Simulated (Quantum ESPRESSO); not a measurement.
# KCo2As2: parallel and opposed starts

A self-consistent run ends on one state, which hangs on the start. Several orders of KCo2As2 are started in Quantum ESPRESSO and their energies compared.

Calculated with Quantum ESPRESSO 7.5; PBEsol; plane waves with GBRV 1.5 PBEsol potentials, no spin-orbit coupling.

## Step 1: The structure

It takes space group I4/mmm (No. 139, tetragonal). The conventional cell has a = 3.740 Å, b = 3.740 Å, c = 13.640 Å, α = 90.00°, β = 90.00°, γ = 90.00°. Nearest to K lie 8 As at 3.37 Å and 4 K at 3.74 Å. Co has 4 As at 2.29 Å nearest. Nearest to As lie 4 Co at 2.29 Å and 4 K at 3.37 Å. Farther neighbours are not listed.

The cell comes from Materials Project 2023-11-01, a database of computed structures, and need not be the stable phase.

## Step 2: Run 1, typed as ferro ++

The signs are those of the starting moments on the seeded atoms, the atoms that are given a moment.

File pw.in:

```
&CONTROL
  calculation = 'scf'
  prefix = 'pwscf'
  outdir = './tmp'
  pseudo_dir = './pseudo'
  disk_io = 'nowf'
/
&SYSTEM
  ibrav = 0
  celldm(1) = 8
  nat = 5
  ntyp = 3
  ecutwfc = 40
  ecutrho = 280
  nbnd = 38
  occupations = 'smearing'
  smearing = 'fd'
  degauss = 0.0110248
  nspin = 2
  starting_magnetization(1) = 0
  starting_magnetization(2) = 0.1176
  starting_magnetization(3) = 0
/
&ELECTRONS
  conv_thr = 1d-08
  electron_maxstep = 150
  mixing_beta = 0.3
/
ATOMIC_SPECIES
K      39.0983 k_pbesol_v1.4.uspp.F.UPF
Co     58.9332 co_pbesol_v1.2.uspp.F.UPF
As     74.9216 as_pbesol_v1.uspp.F.UPF
CELL_PARAMETERS alat
  -0.4417161810996    0.4417161810996    1.6109695193512
   0.4417161810996   -0.4417161810996    1.6109695193512
   0.4417161810996    0.4417161810996   -1.6109695193512
ATOMIC_POSITIONS crystal
K       0.0000000000    0.0000000000    0.0000000000
Co      0.7500000000    0.2500000000    0.5000000000
Co      0.2500000000    0.7500000000    0.5000000000
As      0.3465498600    0.3465498600    0.0000000000
As      0.6534501400    0.6534501400    0.0000000000
K_POINTS automatic
14 14 14 0 0 0
```

On the command line:

```console
> OMP_NUM_THREADS=1 mpirun -n 4 pw.x -nk 4 -in pw.in > pw.out
```

The log of the run:

```text
Program PWSCF v.7.5 starts

     Message from routine setup:
     using ibrav=0 with symmetry is DISCOURAGED, use correct ibrav instead

     K-points division:     npool     =       4
     Subspace diagonalization in iterative solution of the eigenvalue problem:

     G-vector sticks info
     --------------------
     sticks:   dense  smooth     PW     G-vecs:    dense   smooth      PW
     Sum        2863    1631    583                50965    21991    4783

     Using Slab Decomposition

     bravais-lattice index     =            0
     lattice parameter (alat)  =       8.0000  a.u.
     unit-cell volume          =     643.7302 (a.u.)^3
     number of atoms/cell      =            5
     number of atomic types    =            3
     number of electrons       =        53.00
     number of Kohn-Sham states=           38
     kinetic-energy cutoff     =      40.0000  Ry
     charge density cutoff     =     280.0000  Ry
     scf convergence threshold =      1.0E-08
     mixing beta               =       0.3000
     number of iterations used =            8  plain     mixing
     Exchange-correlation= SLA  PW   PSX  PSC
                           (   1   4  10   8   0   0   0)

     celldm(1)=   8.000000  celldm(2)=   0.000000  celldm(3)=   0.000000
     celldm(4)=   0.000000  celldm(5)=   0.000000  celldm(6)=   0.000000

     crystal axes: (cart. coord. in units of alat)
               a(1) = (  -0.441716   0.441716   1.610970 )
               a(2) = (   0.441716  -0.441716   1.610970 )
               a(3) = (   0.441716   0.441716  -1.610970 )

     reciprocal axes: (cart. coord. in units 2 pi/alat)
               b(1) = ( -0.000000  1.131949  0.310372 )
               b(2) = (  1.131949 -0.000000  0.310372 )
               b(3) = (  1.131949  1.131949  0.000000 )

     PseudoPot. # 1 for K  read from file:
     k_pbesol_v1.4.uspp.F.UPF
     Pseudo is Ultrasoft + core correction, Zval =  9.0
     Generated by new atomic code, or converted to UPF format
     Using radial grid of  841 points,  6 beta functions with:
                l(1) =   0
                l(2) =   0
                l(3) =   1
                l(4) =   1
                l(5) =   2
                l(6) =   2
     Q(r) pseudized with  6 coefficients,  rinner =    1.500   1.500   1.500
                                                       1.500   1.500

     PseudoPot. # 2 for Co read from file:
     co_pbesol_v1.2.uspp.F.UPF
     Pseudo is Ultrasoft + core correction, Zval = 17.0
     Generated by new atomic code, or converted to UPF format
     Using radial grid of  863 points,  6 beta functions with:
                l(1) =   0
                l(2) =   0
                l(3) =   1
                l(4) =   1
                l(5) =   2
                l(6) =   2
     Q(r) pseudized with  8 coefficients,  rinner =    1.200   1.200   1.200
                                                       1.200   1.200

     PseudoPot. # 3 for As read from file:
     as_pbesol_v1.uspp.F.UPF
     Pseudo is Ultrasoft + core correction, Zval =  5.0
     Generated by new atomic code, or converted to UPF format
     Using radial grid of  875 points,  6 beta functions with:
                l(1) =   0
                l(2) =   0
                l(3) =   1
                l(4) =   1
                l(5) =   2
                l(6) =   2
     Q(r) pseudized with  8 coefficients,  rinner =    1.300   1.300   1.300
                                                       1.300   1.300

     atomic species   valence    mass     pseudopotential
     K                 9.00    39.09830     K ( 1.00)
     Co               17.00    58.93320     Co( 1.00)
     As                5.00    74.92160     As( 1.00)

     Starting magnetic structure
     atomic species   magnetization
     K               0.000
     Co              0.118
     As              0.000

     16 Sym. Ops., with inversion, found

   Cartesian axes

     site n.     atom                  positions (alat units)
         1        K      tau(   1) = (   0.0000000   0.0000000   0.0000000  )
         2        Co     tau(   2) = (   0.0000000   0.4417162   0.8054848  )
         3        Co     tau(   3) = (   0.4417162   0.0000000   0.8054848  )
         4        As     tau(   4) = (  -0.0000000  -0.0000000   1.1165625  )
         5        As     tau(   5) = (  -0.0000000  -0.0000000   2.1053765  )

     number of k points=   244  Fermi-Dirac smearing, width (Ry)=  0.0110

     Number of k-points >= 100: set verbosity='high' to print them.

     Dense  grid:    50965 G-vectors     FFT dimensions: (  75,  75,  75)

     Smooth grid:    21991 G-vectors     FFT dimensions: (  60,  60,  60)

     Check: negative core charge=   -0.000012
     Generating pointlists ...
     new r_m :   0.3286 (alat units)  2.6290 (a.u.) for type    1
     new r_m :   0.2229 (alat units)  1.7829 (a.u.) for type    2
     new r_m :   0.2229 (alat units)  1.7829 (a.u.) for type    3

     Initial potential from superposition of free atoms

     starting charge      50.4959, renormalised to      53.0000
     Starting wfcs are   42 randomized atomic wfcs

     Self-consistent Calculation

     iteration #  1     ecut=    40.00 Ry     beta= 0.30
     Davidson diagonalization with overlap
     ethr =  1.00E-02,  avg # of iterations =  6.5

     total energy              =    -720.67483865 Ry
     estimated scf accuracy    <      34.94382267 Ry

     total magnetization       =     1.97 Bohr mag/cell
     absolute magnetization    =     2.31 Bohr mag/cell

     iteration #  2     ecut=    40.00 Ry     beta= 0.30
     Davidson diagonalization with overlap
     ethr =  1.00E-02,  avg # of iterations =  3.6

     total energy              =    -732.30091054 Ry
     estimated scf accuracy    <      38.01832624 Ry

     total magnetization       =     0.18 Bohr mag/cell
     absolute magnetization    =     0.22 Bohr mag/cell

     iteration #  3     ecut=    40.00 Ry     beta= 0.30
     Davidson diagonalization with overlap
     ethr =  1.00E-02,  avg # of iterations =  2.0

     total energy              =    -732.12432888 Ry
     estimated scf accuracy    <       6.25628741 Ry

     total magnetization       =     0.52 Bohr mag/cell
     absolute magnetization    =     0.75 Bohr mag/cell

     [... further iterations left out ...]

     iteration # 15     ecut=    40.00 Ry     beta= 0.30
     Davidson diagonalization with overlap
     ethr =  6.59E-09,  avg # of iterations =  4.0

     total energy              =    -733.57332966 Ry
     estimated scf accuracy    <       0.00000059 Ry

     total magnetization       =    -0.00 Bohr mag/cell
     absolute magnetization    =     0.00 Bohr mag/cell

     iteration # 16     ecut=    40.00 Ry     beta= 0.30
     Davidson diagonalization with overlap
     ethr =  1.10E-09,  avg # of iterations =  4.3

     total energy              =    -733.57332996 Ry
     estimated scf accuracy    <       0.00000029 Ry

     total magnetization       =     0.00 Bohr mag/cell
     absolute magnetization    =     0.00 Bohr mag/cell

     iteration # 17     ecut=    40.00 Ry     beta= 0.30
     Davidson diagonalization with overlap
     ethr =  5.57E-10,  avg # of iterations =  2.3

     total energy              =    -733.57333003 Ry
     estimated scf accuracy    <       0.00000007 Ry

     total magnetization       =     0.00 Bohr mag/cell
     absolute magnetization    =     0.00 Bohr mag/cell

     iteration # 18     ecut=    40.00 Ry     beta= 0.30
     Davidson diagonalization with overlap
     ethr =  1.38E-10,  avg # of iterations =  3.1

     Magnetic moment per site  (integrated on atomic sphere of radius R)
     atom   1 (R=0.329)  charge=  8.0607  magn=  0.0000
     atom   2 (R=0.223)  charge= 15.2302  magn= -0.0000
     atom   3 (R=0.223)  charge= 15.2302  magn= -0.0000
     atom   4 (R=0.223)  charge=  2.3404  magn=  0.0000
     atom   5 (R=0.223)  charge=  2.3404  magn=  0.0000

     End of self-consistent calculation

     Number of k-points >= 100: set verbosity='high' to print the bands.

     the Fermi energy is     9.3095 ev

!    total energy              =    -733.57333004 Ry
     estimated scf accuracy    <          2.0E-09 Ry
     smearing contrib. (-TS)   =      -0.01336155 Ry
     internal energy E=F+TS    =    -733.55996849 Ry

     The total energy is F=E-TS. E is the sum of the following terms:
     one-electron contribution =    -677.92058868 Ry
     hartree contribution      =     358.73445782 Ry
     xc contribution           =    -136.41086030 Ry
     ewald contribution        =    -277.96297733 Ry

     total magnetization       =     0.00 Bohr mag/cell
     absolute magnetization    =     0.00 Bohr mag/cell

     convergence has been achieved in  18 iterations

=------------------------------------------------------------------------------=
   JOB DONE.
=------------------------------------------------------------------------------=
```

Run time: 18 min. Hardware: 4 MPI ranks of Intel Xeon at 2.70GHz, shared host; peak memory 1.5 GiB; 72 min of CPU time.

The spin moment in the atom's sphere vanishes on all atoms.

Read from the output:

```
smearing term TS       : 0.1818 eV
magnetization          : 0 μB
absolute magnetization : 0 μB
final state            : non-magnetic
```

## Step 3: Run 2 (antiferro +−)

Edit pw.in of step 2 so:

```diff
@@ -11,6 +11,6 @@
   nat = 5
-  ntyp = 3
+  ntyp = 4
   ecutwfc = 40
   ecutrho = 280
-  nbnd = 38
+  nbnd = 36
   occupations = 'smearing'
@@ -21,3 +21,4 @@
   starting_magnetization(2) = 0.1176
-  starting_magnetization(3) = 0
+  starting_magnetization(3) = -0.1176
+  starting_magnetization(4) = 0
 /
@@ -30,3 +31,4 @@
 K      39.0983 k_pbesol_v1.4.uspp.F.UPF
-Co     58.9332 co_pbesol_v1.2.uspp.F.UPF
+Co1    58.9332 co_pbesol_v1.2.uspp.F.UPF
+Co2    58.9332 co_pbesol_v1.2.uspp.F.UPF
 As     74.9216 as_pbesol_v1.uspp.F.UPF
@@ -38,4 +40,4 @@
 K       0.0000000000    0.0000000000    0.0000000000
-Co      0.7500000000    0.2500000000    0.5000000000
-Co      0.2500000000    0.7500000000    0.5000000000
+Co1     0.7500000000    0.2500000000    0.5000000000
+Co2     0.2500000000    0.7500000000    0.5000000000
 As      0.3465498600    0.3465498600    0.0000000000
```

The log of the run:

```text
[banner, memory and clock lines left out]
Program PWSCF v.7.5 starts

     Message from routine setup:
     using ibrav=0 with symmetry is DISCOURAGED, use correct ibrav instead

     bravais-lattice index     =            0
     lattice parameter (alat)  =       8.0000  a.u.
     unit-cell volume          =     643.7302 (a.u.)^3
     number of atoms/cell      =            5
     number of atomic types    =            4
     number of electrons       =        53.00
     number of Kohn-Sham states=           36
     kinetic-energy cutoff     =      40.0000  Ry
     charge density cutoff     =     280.0000  Ry
     scf convergence threshold =      1.0E-08
     mixing beta               =       0.3000
     number of iterations used =            8  plain     mixing
     Exchange-correlation= SLA  PW   PSX  PSC
                           (   1   4  10   8   0   0   0)

     celldm(1)=   8.000000  celldm(2)=   0.000000  celldm(3)=   0.000000
     celldm(4)=   0.000000  celldm(5)=   0.000000  celldm(6)=   0.000000

     crystal axes: (cart. coord. in units of alat)
               a(1) = (  -0.441716   0.441716   1.610970 )
               a(2) = (   0.441716  -0.441716   1.610970 )
               a(3) = (   0.441716   0.441716  -1.610970 )

     reciprocal axes: (cart. coord. in units 2 pi/alat)
               b(1) = ( -0.000000  1.131949  0.310372 )
               b(2) = (  1.131949 -0.000000  0.310372 )
               b(3) = (  1.131949  1.131949  0.000000 )

     PseudoPot. # 1 for K  read from file:
     k_pbesol_v1.4.uspp.F.UPF
     Pseudo is Ultrasoft + core correction, Zval =  9.0

     PseudoPot. # 2 for Co read from file:
     co_pbesol_v1.2.uspp.F.UPF
     Pseudo is Ultrasoft + core correction, Zval = 17.0

     PseudoPot. # 3 for Co read from file:
     co_pbesol_v1.2.uspp.F.UPF
     Pseudo is Ultrasoft + core correction, Zval = 17.0

     PseudoPot. # 4 for As read from file:
     as_pbesol_v1.uspp.F.UPF
     Pseudo is Ultrasoft + core correction, Zval =  5.0

     atomic species   valence    mass     pseudopotential
     K                 9.00    39.09830     K ( 1.00)
     Co1              17.00    58.93320     Co( 1.00)
     Co2              17.00    58.93320     Co( 1.00)
     As                5.00    74.92160     As( 1.00)

     Starting magnetic structure
     atomic species   magnetization
     K               0.000
     Co1             0.118
     Co2            -0.118
     As              0.000

      8 Sym. Ops. (no inversion) found

   Cartesian axes

     site n.     atom                  positions (alat units)
         1        K      tau(   1) = (   0.0000000   0.0000000   0.0000000  )
         2        Co1    tau(   2) = (   0.0000000   0.4417162   0.8054848  )
         3        Co2    tau(   3) = (   0.4417162   0.0000000   0.8054848  )
         4        As     tau(   4) = (  -0.0000000  -0.0000000   1.1165625  )
         5        As     tau(   5) = (  -0.0000000  -0.0000000   2.1053765  )

     number of k points=   244  Fermi-Dirac smearing, width (Ry)=  0.0110

     Number of k-points >= 100: set verbosity='high' to print them.

     Dense  grid:    50965 G-vectors     FFT dimensions: (  75,  75,  75)

     Smooth grid:    21991 G-vectors     FFT dimensions: (  60,  60,  60)

     Check: negative core charge=   -0.000012
     Generating pointlists ...
     new r_m :   0.3286 (alat units)  2.6290 (a.u.) for type    1
     new r_m :   0.2229 (alat units)  1.7829 (a.u.) for type    2
     new r_m :   0.2229 (alat units)  1.7829 (a.u.) for type    3
     new r_m :   0.2229 (alat units)  1.7829 (a.u.) for type    4

     Initial potential from superposition of free atoms

     starting charge      50.4959, renormalised to      53.0000
     Starting wfcs are   42 randomized atomic wfcs

     Self-consistent Calculation

     iteration #  1     ecut=    40.00 Ry     beta= 0.30
     Davidson diagonalization with overlap
     ethr =  1.00E-02,  avg # of iterations =  6.2

     total energy              =    -720.76946205 Ry
     estimated scf accuracy    <      34.71267029 Ry

     total magnetization       =    -0.01 Bohr mag/cell
     absolute magnetization    =     2.22 Bohr mag/cell

     iteration #  2     ecut=    40.00 Ry     beta= 0.30
     Davidson diagonalization with overlap
     ethr =  1.00E-02,  avg # of iterations =  3.6

     total energy              =    -732.28581270 Ry
     estimated scf accuracy    <      37.77744833 Ry

     total magnetization       =    -0.00 Bohr mag/cell
     absolute magnetization    =     0.21 Bohr mag/cell

     [... further iterations left out ...]

     iteration # 20     ecut=    40.00 Ry     beta= 0.30
     Davidson diagonalization with overlap
     ethr =  4.63E-11,  avg # of iterations =  2.7

     total energy              =    -733.57333005 Ry
     estimated scf accuracy    <       0.00000002 Ry

     total magnetization       =    -0.00 Bohr mag/cell
     absolute magnetization    =     0.00 Bohr mag/cell

     iteration # 21     ecut=    40.00 Ry     beta= 0.30
     Davidson diagonalization with overlap
     ethr =  3.09E-11,  avg # of iterations =  1.9

     Magnetic moment per site  (integrated on atomic sphere of radius R)
     atom   1 (R=0.329)  charge=  8.0607  magn=  0.0000
     atom   2 (R=0.223)  charge= 15.2303  magn=  0.0001
     atom   3 (R=0.223)  charge= 15.2303  magn= -0.0001
     atom   4 (R=0.223)  charge=  2.3404  magn=  0.0000
     atom   5 (R=0.223)  charge=  2.3404  magn=  0.0000

     End of self-consistent calculation

     Number of k-points >= 100: set verbosity='high' to print the bands.

     the Fermi energy is     9.3095 ev

!    total energy              =    -733.57333005 Ry
     estimated scf accuracy    <          5.4E-09 Ry
     smearing contrib. (-TS)   =      -0.01336155 Ry
     internal energy E=F+TS    =    -733.55996850 Ry

     The total energy is F=E-TS. E is the sum of the following terms:
     one-electron contribution =    -677.92173749 Ry
     hartree contribution      =     358.73571566 Ry
     xc contribution           =    -136.41096933 Ry
     ewald contribution        =    -277.96297733 Ry

     total magnetization       =    -0.00 Bohr mag/cell
     absolute magnetization    =     0.00 Bohr mag/cell

     convergence has been achieved in  21 iterations
```

Run time: 22 min. Hardware: 4 MPI ranks; peak memory 1.5 GiB; 86 min of CPU time.

Spin moment in the atom's sphere by atom:

```csv
atom,spin moment in the atom's sphere (μB)
K1,0.0000
Co2,0.0001
Co3,-0.0001
As4,0.0000
As5,0.0000
```

Read from the output:

* smearing term TS: 0.1818 eV
* magnetization: 0 μB
* absolute magnetization: 0 μB
* final state: non-magnetic

## Step 4: Ranking

An order is kept where moments of 0.15 μB or more survive with the typed signs; meshes match where a doubled cell samples the same k points as the first cell.

Orders:

```csv
start,final state,typed order kept,energy over the lowest (meV a seeded atom),largest site moment (μB),net moment (μB a cell of the first run),mesh matched,CPU time (s)
ferro ++,non-magnetic,no,0,0,0,yes,4302
antiferro +-,non-magnetic,no,0,0,0,yes,5178
```

## Step 5: Results

```yaml
lowest_state_found: non-magnetic (from ferro ++ and antiferro +-)
largest_site_moment: 0 μB
```

In words: The lowest state carries no moment, and no start kept one. Only these 2 starts were compared; other wavevectors, canted and longer-period orders were not. Energies are free energies at an electronic temperature of 1740 K, which lowers moments and differences where the moments are itinerant.

[Logs and program files are shortened in this print: banners, set-up blocks, solver, clock and traceback lines can be left out without a mark of their own.]

[Logs are printed without paths, hosts, clocks, repeated set-up lines and the standing remarks that a program may print on its own settings, such as how far it seeks lower states.]

[Hosts, paths, dates, database ids (printed as entryN), source tags and the programs' standing remarks are cut or masked in the printed files.]

[Where a cell is said to come from a database of computed structures, the database is the Materials Project.]
